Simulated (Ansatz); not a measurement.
# Quasi-harmonic thermodynamics of SiC (Moissanite 3C, F-43m)

Aim: the lattice, expansion, heat capacity and bulk modulus of SiC (Moissanite 3C) as it warms.

Calculated with Ansatz 0.2.0; DFT RPBE, scalar-relativistic, plane waves, PAW.

## (1) Starting point

The structure is cubic, space group F-43m (No. 216). Conventional cell: a = 4.358 Å, b = 4.358 Å, c = 4.358 Å, α = 90.00°, β = 90.00°, γ = 90.00°. Si has 4 C at 1.89 Å nearest. Nearest to C lie 4 Si at 1.89 Å. Farther neighbours are not listed.

## (2) A first coarse run

A cheap single point shows whether the cell is a metal or an insulator and how far it is from rest; that sets the k-mesh and the occupations of what follows.

input.yaml

```yaml
crystal:
  lattice:
    - [0.0, 2.179, 2.179]
    - [2.179, 0.0, 2.179]
    - [2.179, 2.179, 0.0]
  atoms:
    - { symbol: Si, position: [0.0, 0.0, 0.0] }
    - { symbol: C, position: [0.25, 0.25, 0.25] }
kpoints:
  mp_grid: { grid: [8, 8, 8] }
hamiltonian:
  xc: rpbe
scf:
  occupations: { method: gaussian, width: 0.1 }
output:
  forces: true
  stress: true
  eigenvalues: true
```

The run is started by

```
ansatz run input.yaml --threads 2 --pin off --max-ram 5120MiB --backend cpu --events-out ev --progress --plain --runs-dir out
```

Numbers of over 12 decimals in the logs are rounded to 6 here.

The program printed:

```text
Engine: ansatz 0.2.0, aarch64-unknown-linux-gnu
Pseudopotentials: kind: paw
Pseudopotential: Si, paw, valence charge 4, recommended cutoff 420 eV (normal), Si.paw.azcp
Pseudopotential: C, paw, valence charge 4, recommended cutoff 420 eV (normal), C.paw.azcp
Functional definition: RPBE
  parameter kappa = 0.804
  parameter beta = 0.066725
  exchange = rpbe_x(kappa = kappa, mu = beta*pi^2/3)
  correlation = pbe_c(beta = beta)
Crystal: 2 atoms, lattice volume = 20.692 Å³
Basis set: ecut = 420 eV, 411 PW (Γ), exchange–correlation on 48×48×48 points (8 copies of the dense FFT grid, shifted against one another)
Bands: 8, of which v1, the nominal top of the filled ones, is band 4 counted from 1 (3 counted from 0)
Symmetry: 24 space group operations
Space group: F-43m (ITA 216), of the structure as read, at distance tolerance 2.7e-5 Å
k-points: 29 of 512 (time reversal used)
Non-local potential: Si, projectors of the file, l = 0: 2, l = 1: 2, l = 2: 2
Non-local potential: C, projectors of the file, l = 0: 2, l = 1: 2, l = 2: 1
PAW form: soft (Blöchl's): semilocal exchange-correlation on the pseudo side does not see the compensation charge
PAW frozen core: Si, regenerated for the run's functional, and the local potential with it (the file was generated under x = pbe(κ = 0.804, μ = 0.219515), c = pbe(β = 0.066725))
PAW frozen core: C, regenerated for the run's functional, and the local potential with it (the file was generated under x = pbe(κ = 0.804, μ = 0.219515), c = pbe(β = 0.066725))
PAW one-centre angular grid: Si, 110 points (default); XC on 64 Gauss nodes
PAW one-centre angular grid: C, 110 points (default); XC on 64 Gauss nodes
Initial density: superposition of atomic densities (neutral atoms: chi_scale 0, normalization atom), corrected by the library's trained network
Initial wavefunctions: pseudopotential atomic-orbital guess
Functional: x = rpbe, c = pbe(β = 0.066725)
SCF iter   1: F=—  HF=-891.469155 eV  |F-HF|=—  |Δ(HF+E_count)|=         —  Δρ=3.29e-3  dr2=1.31e-3  ethr=1.77e-3  ⟨swp⟩=5.3  Hψ=1866  notcnv=0
preconditioner: auto → none  [insulator: Δε(μ)=1.347 eV  Ē_g=14.101 eV  σ=0.100 eV  W_gap=1.00  n_scr=0 (ndim 8)  ℏωp=23.1 eV  f_vac=0.000  D(μ)=0.00/eV (n_scr^D=0)  ε∞_Penn≈3.7]
SCF iter   2: F=—  HF=-891.468935 eV  |F-HF|=—  |Δ(HF+E_count)|=   2.20e-4  Δρ=1.17e-3  dr2=1.71e-4  ethr=1.64e-5  ⟨swp⟩=1.9  Hψ=556  notcnv=0
SCF iter   3: F=—  HF=-891.468923 eV  |F-HF|=—  |Δ(HF+E_count)|=   1.20e-5  Δρ=5.37e-4  dr2=2.30e-5  ethr=2.14e-6  ⟨swp⟩=2.1  Hψ=351  notcnv=0
SCF iter   4: F=—  HF=-891.468932 eV  |F-HF|=—  |Δ(HF+E_count)|=   8.82e-6  Δρ=6.75e-5  dr2=4.39e-7  ethr=2.88e-7  ⟨swp⟩=2.7  Hψ=375  notcnv=0
iter 5 did not close the SCF: its close was put off for the readings that it lacked (scf_convergence_deferred on its scf_iter line)
SCF iter   5: F=-891.468933 eV  HF=-891.468933 eV  |F-HF|=4.13e-9  |Δ(HF+E_count)|=   7.21e-7  Δρ=9.78e-6  dr2=2.06e-8  ethr=5.49e-9  ⟨swp⟩=2.0  Hψ=344  notcnv=0
SCF iter   6: F=-891.468933 eV  HF=-891.468933 eV  |F-HF|=2.82e-10  |Δ(HF+E_count)|=   4.77e-9  Δρ=9.08e-7  dr2=9.20e-11  ethr=2.58e-10  ⟨swp⟩=2.1  Hψ=784  notcnv=0
SCF 1 converged in 6 iterations: F = -891.468933 eV  dr2 = 9.20e-11
  greatest PAW one-centre occupation: 0.649 electrons in one spin orbital (limit 2), on the C atom at site 1 (counted from 0), in its partial waves of l = 0
SCF converged after 6 iterations
Free energy (F): -891.468933 eV
Harris-Foulkes:  -891.468933 eV  (|F-HF|=2.82e-10)
Internal energy: -891.468933 eV  (E = F + TS)
E sigma→0 (E₀):  -891.468933 eV
Fermi energy:    10.267552 eV
--- Per-component energies (eV) ---
  E_band       = 29.431201
  E_kinetic    = 135.642322
  E_local      = -103.232767  (includes V_loc(G=0)·N_el)
  E_nonlocal   = 50.685432
  E_hartree    = 32.072947
  E_xc         = -105.678264
  E_vxc        = -109.325885  (∫ρ·V_xc dr)
  E_paw        = -616.136035  (= ΣΔE_a)
  E_vpaw       = -8.483732  (= ΣTr[D̂ρ^β])
  E_aug_tail   = 0.000011  (compensation charges beyond the density's cutoff)
  E_ewald      = -284.783780
  E_core_change = -0.038798  (= ΣΔE_core)
  E_smearing   = -0.000000  (= −TS)
  E_closure    = 0.000000  (closes the sum)
  Σ components = -891.468933   (vs F -891.468933, Δ=0.00e0)
--- Forces (eV/Å), atoms counted from 1 ---
  atom   1  Si     0.00000000     0.00000000    -0.00000000
  atom   2  C     -0.00000000     0.00000000    -0.00000000
  max |Σ_I F_I| component: 5.55e-17 eV/Å
--- Stress (GPa, compression-positive) ---
        6.537639       0.000000      -0.000000
        0.000000       6.537639       0.000000
       -0.000000       0.000000       6.537639
  P = ⅓ Tr σ = 6.5376 GPa (65.376 kbar)
--- Band table (eV; the first three rows and the last of 29) ---
  k-point 0: bands = ["-5.8519", "9.5828", "9.5828", "9.5828", "15.8016", "16.9335", "16.9335", "16.9335"]
  k-point 1: bands = ["-5.5475", "8.0942", "9.3822", "9.3822", "16.0668", "17.2853", "17.2853", "17.4536"]
  k-point 2: bands = ["-4.6582", "5.2830", "8.9772", "8.9772", "15.6030", "17.5295", "17.5295", "18.9784"]
  k-point 28: bands = ["-0.6386", "2.5755", "4.6011", "4.8995", "14.8153", "19.0511", "19.1075", "19.4167"]
```

Elapsed: 1 s, on 2 threads of Arm Neoverse V2, shared host; peak memory 0.24 GiB.

In the SCF lines HF is the Harris–Foulkes energy and dr2 the Hartree energy of the density residual, in eV; the loop may stop once dr2 is under the threshold and the program's other checks hold. Hψ counts applications of the Hamiltonian.

Numbers from this step:

```
pressure          : 6.538 GPa
gap on the k-mesh : 1.370 eV
volume per atom   : 10.35 Å³
```

The start is under 6.5 GPa at this level and looks like an insulator or semiconductor on this mesh.

## (3) Finding the static equilibrium

The vibrations must be taken about the equilibrium of this functional, not about the starting cell, so the structure is relaxed.

input.yaml, the sections that differ from step 2:

```yaml
kpoints:
  mp_grid: { grid: [10, 10, 10] }
scf:
  occupations: { method: gaussian, width: 0.02 }
relax:
  adjacent_minimum: "off"
  f_tol: 0.005
  max_steps: 80
  cell: { stress_tol: 0.05 }
# crystal, hamiltonian, output: as in step 2
```

The program printed:

```text
[...]
Crystal: 2 atoms, lattice volume = 20.692 Å³
Basis set: ecut = 420 eV, 411 PW (Γ), exchange–correlation on 48×48×48 points (8 copies of the dense FFT grid, shifted against one another)
Bands: 8, of which v1, the nominal top of the filled ones, is band 4 counted from 1 (3 counted from 0)
Symmetry: 24 space group operations
[...]
k-points: 47 of 1000 (time reversal used)
[...]
SCF iter   1: F=—  HF=-891.470207 eV  |F-HF|=—  |Δ(HF+E_count)|=         —  Δρ=3.31e-3  dr2=1.34e-3  ethr=1.77e-3  ⟨swp⟩=6.1  Hψ=3125  notcnv=0
[...]
SCF iter   6: F=-891.470035 eV  HF=-891.470035 eV  |F-HF|=3.23e-10  |Δ(HF+E_count)|=   6.53e-9  Δρ=8.65e-7  dr2=6.39e-11  ethr=2.00e-10  ⟨swp⟩=2.0  Hψ=1279  notcnv=0
SCF 1 converged in 6 iterations: F = -891.470035 eV  dr2 = 6.39e-11
[...]
relax step   1: F+E_penalty+E_count = -891.47003492 eV  Δ(F+E_penalty+E_count) = +0.000e0 eV  max|allowed force component| = 4.071e-16 eV/Å  Δτ_max = 0.0000 Å  P = +6.537 GPa  Ω = 20.692 Å³  (6 SCF iters, dr2 threshold 1.00e-7 eV, accepted)
Crystal: 2 atoms, lattice volume = 21.016 Å³
[...]
iter 1 solved again at ethr=4.74e-5 eV; its pass at ethr=3.10e-3 eV (dr2=3.79e-3 eV) is discarded
[...]
SCF iter   5: F=-891.479175 eV  HF=-891.479175 eV  |F-HF|=2.09e-9  |Δ(HF+E_count)|=   3.07e-7  Δρ=2.58e-6  dr2=1.04e-9  ethr=2.50e-9  ⟨swp⟩=5.0  Hψ=1918  notcnv=0
SCF 2 converged in 5 iterations: F = -891.479175 eV  dr2 = 1.04e-9
[...]
relax step   2: F+E_penalty+E_count = -891.47917531 eV  Δ(F+E_penalty+E_count) = -9.140e-3 eV  max|allowed force component| = 4.163e-17 eV/Å  Δτ_max = 0.0000 Å  P = +3.008 GPa  Ω = 21.016 Å³  energy of the carried Pulay correction = -4.788e-4 eV  (5 SCF iters, dr2 threshold 2.00e-7 eV, accepted)
Crystal: 2 atoms, lattice volume = 21.301 Å³
[...]
SCF iter   4: F=-891.481511 eV  HF=-891.481510 eV  |F-HF|=2.00e-7  |Δ(HF+E_count)|=   2.33e-6  Δρ=3.32e-5  dr2=1.67e-7  ethr=2.50e-9  ⟨swp⟩=3.5  Hψ=1851  notcnv=0
SCF 3 converged in 4 iterations: F = -891.481511 eV  dr2 = 1.67e-7
[...]
relax step   3: F+E_penalty+E_count = -891.48151063 eV  Δ(F+E_penalty+E_count) = -2.335e-3 eV  max|allowed force component| = 1.665e-16 eV/Å  Δτ_max = 0.0000 Å  P = +0.118 GPa  Ω = 21.301 Å³  energy of the carried Pulay correction = -8.927e-4 eV  (4 SCF iters, dr2 threshold 2.00e-7 eV, accepted)
[...]
relax step   4: F+E_penalty+E_count = -891.48149815 eV  Δ(F+E_penalty+E_count) = +1.248e-5 eV  max|allowed force component| = 1.295e-16 eV/Å  Δτ_max = 0.0000 Å  P = +0.003 GPa  Ω = 21.313 Å³  energy of the carried Pulay correction = -9.097e-4 eV  (4 SCF iters, dr2 threshold 3.48e-8 eV, accepted)
[...]
relax step   5: F+E_penalty+E_count = -891.48256453 eV  Δ(F+E_penalty+E_count) = -1.066e-3 eV  max|allowed force component| = 1.388e-16 eV/Å  Δτ_max = 0.0000 Å  P = +0.088 GPa  Ω = 21.313 Å³  stress off target by 8.82e-2 GPa  SCF on the basis re-selected at this cell (its energy is not comparable with the rows above)  (5 SCF iters)
[...]
relax step   6: F+E_penalty+E_count = -891.48255380 eV  Δ(F+E_penalty+E_count) = +1.073e-5 eV  max|allowed force component| = 1.480e-16 eV/Å  Δτ_max = 0.0000 Å  P = +0.000 GPa  Ω = 21.322 Å³  energy of the carried Pulay correction = -1.323e-5 eV  (3 SCF iters, dr2 threshold 1.95e-8 eV, accepted)
[...]
SCF iter   5: F=-891.482554 eV  HF=-891.482554 eV  |F-HF|=3.41e-13  |Δ(HF+E_count)|=  5.46e-12  Δρ=1.24e-7  dr2=2.57e-12  ethr=1.00e-12  ⟨swp⟩=5.0  Hψ=1316  notcnv=0
SCF 7 converged in 5 iterations: F = -891.482554 eV  dr2 = 2.57e-12
relax step   7: F+E_penalty+E_count = -891.48255380 eV  Δ(F+E_penalty+E_count) = -1.325e-9 eV  max|allowed force component| = 1.480e-16 eV/Å  Δτ_max = 0.0000 Å  P = +0.000 GPa  Ω = 21.322 Å³  stress off target by 4.50e-4 GPa  SCF on the basis re-selected at this cell (its energy is not comparable with the rows above)  (5 SCF iters)
[...]
SCF converged after 5 iterations
Free energy (F): -891.482554 eV
[...]
Internal energy: -891.482554 eV  (E = F + TS)
E sigma→0 (E₀):  -891.482554 eV
Fermi energy:    9.907875 eV
[...]
--- Stress (GPa, compression-positive) ---
        0.000450       0.000000      -0.000000
       -0.000000       0.000450       0.000000
        0.000000       0.000000       0.000450
  P = ⅓ Tr σ = 0.0004 GPa (0.004 kbar)
--- Band table (eV; the first three rows and the last of 47) ---
[...]
--- Relaxed structure (5 steps of the walk, 5 accepted, 2 SCFs on fresh bases) ---
  F+E_penalty+E_count = -891.48255380 eV   max|allowed force component| = 1.480e-16 eV/Å   (the final SCF, on the basis selected at the relaxed cell)
  cell:  # Å, volume = 21.3218 Å³
    - [0, 2.200887, 2.200887]
    - [2.200887, 0, 2.200887]
    - [2.200887, 2.200887, 0]
  atoms:
    - { symbol: Si, position: [0, 0, 0] }
    - { symbol: C, position: [0.25, 0.25, 0.25] }
```

Run time: 5.1 s. Hardware: 2 threads; peak memory 0.27 GiB.

Relaxation path:

| step | energy less that of the first step (eV) | largest force component (eV/Å) | pressure (GPa) | volume (Å³) |
| --- | --- | --- | --- | --- |
| 1 | 0.0000 | 0.0000 | 6.54 | 20.69 |
| 2 | -0.0091 | 0.0000 | 3.01 | 21.02 |
| 3 | -0.0115 | 0.0000 | 0.12 | 21.30 |
| 4 | -0.0115 | 0.0000 | 0.00 | 21.31 |
| 5* | -0.0125 | 0.0000 | 0.09 | 21.31 |
| 6 | -0.0125 | 0.0000 | 0.00 | 21.32 |
| 7* | -0.0125 | 0.0000 | 0.00 | 21.32 |

Relaxation steps marked * repeat the geometry before them on a plane-wave basis chosen anew for their cell, so energy and pressure can jump there.

The run keeps the 24 symmetry operations that it works with, so distortions that break them were not tested.

| conventional cell, symmetrised | before | after | change |
| --- | --- | --- | --- |
| a (Å) | 4.358 | 4.402 | +1.0 % |
| b (Å) | 4.358 | 4.402 | +1.0 % |
| c (Å) | 4.358 | 4.402 | +1.0 % |
| volume (Å³/atom) | 10.35 | 10.66 | +3.0 % |

Final coordinates:

```xyz
2
Lattice="0.0000 2.2009 2.2009 2.2009 0.0000 2.2009 2.2009 2.2009 0.0000" Properties=species:S:1:pos:R:3 pbc="T T T"
Si    0.0000    0.0000    0.0000
C     1.1004    1.1004    1.1004
```

This step gave:

- pressure: 4.50e-4 GPa
- gap on the k-mesh: 1.399 eV
- volume per atom: 10.66 Å³

The relaxation ends with a pressure of 0.00 GPa.

## (4) Tight relaxation

The thresholds are tightened for a last relaxation ahead of the phonons, and where mesh or smearing change with them the cell follows.

input.yaml

```yaml
crystal:
  lattice:
    - [0.0, 2.2008869818, 2.2008869818]
    - [2.2008869818, 0.0, 2.2008869818]
    - [2.2008869818, 2.2008869818, 0.0]
  atoms:
    - { symbol: Si, position: [0.0, 0.0, 0.0] }
    - { symbol: C, position: [0.25, 0.25, 0.25] }
kpoints:
  mp_grid: { grid: [12, 12, 12] }
hamiltonian:
  xc: rpbe
scf:
  occupations: { method: fixed }
output:
  forces: true
  stress: true
  eigenvalues: true
relax:
  adjacent_minimum: "off"
  f_tol: 0.001
  max_steps: 60
  cell: { stress_tol: 0.01 }
```

The program printed:

```text
[...]
Crystal: 2 atoms, lattice volume = 21.322 Å³
Basis set: ecut = 420 eV, 411 PW (Γ), exchange–correlation on 48×48×48 points (8 copies of the dense FFT grid, shifted against one another)
Bands: 8, of which v1, the nominal top of the filled ones, is band 4 counted from 1 (3 counted from 0)
Symmetry: 24 space group operations
[...]
k-points: 72 of 1728 (time reversal used)
[...]
P = ⅓ Tr σ = -0.0018 GPa (-0.018 kbar)
--- Band table (eV; the first three rows and the last of 72) ---
[...]
--- Relaxed structure (1 steps of the walk, 1 accepted, 1 SCFs on fresh bases) ---
[...]
cell:  # Å, volume = 21.3218 Å³
    - [0.0, 2.2008869818, 2.2008869818]
    - [2.2008869818, 0.0, 2.2008869818]
    - [2.2008869818, 2.2008869818, 0.0]
  atoms:
    - { symbol: Si, position: [0.0, 0.0, 0.0] }
    - { symbol: C, position: [0.25, 0.25, 0.25] }
[key lines of the parts left out:]
SCF converged after 5 iterations
Free energy (F): -891.482683 eV
Fermi energy:    9.208348 eV
```

Elapsed: 2.3 s, on 2 threads; peak memory 0.28 GiB; 4.2 s of CPU time.

Little changed from the start: no atom moved by 0.005 Å and no cell edge by 0.1 %.

This step gave:

| Property | Result |
| --- | --- |
| pressure | -0.001850 GPa |

The residual pressure is -0.0018 GPa, small enough for phonons.

(Part 1 of 3 ends here.)

[Logs are printed without paths, hosts, clocks, repeated set-up lines and the standing remarks that a program may print on its own settings, such as how far it seeks lower states.]

[Hosts, paths, dates, database ids (printed as entryN), source tags and the programs' standing remarks are cut or masked in the printed files.]

[A step with changed settings may run another functional than the one named; its input shows which.]
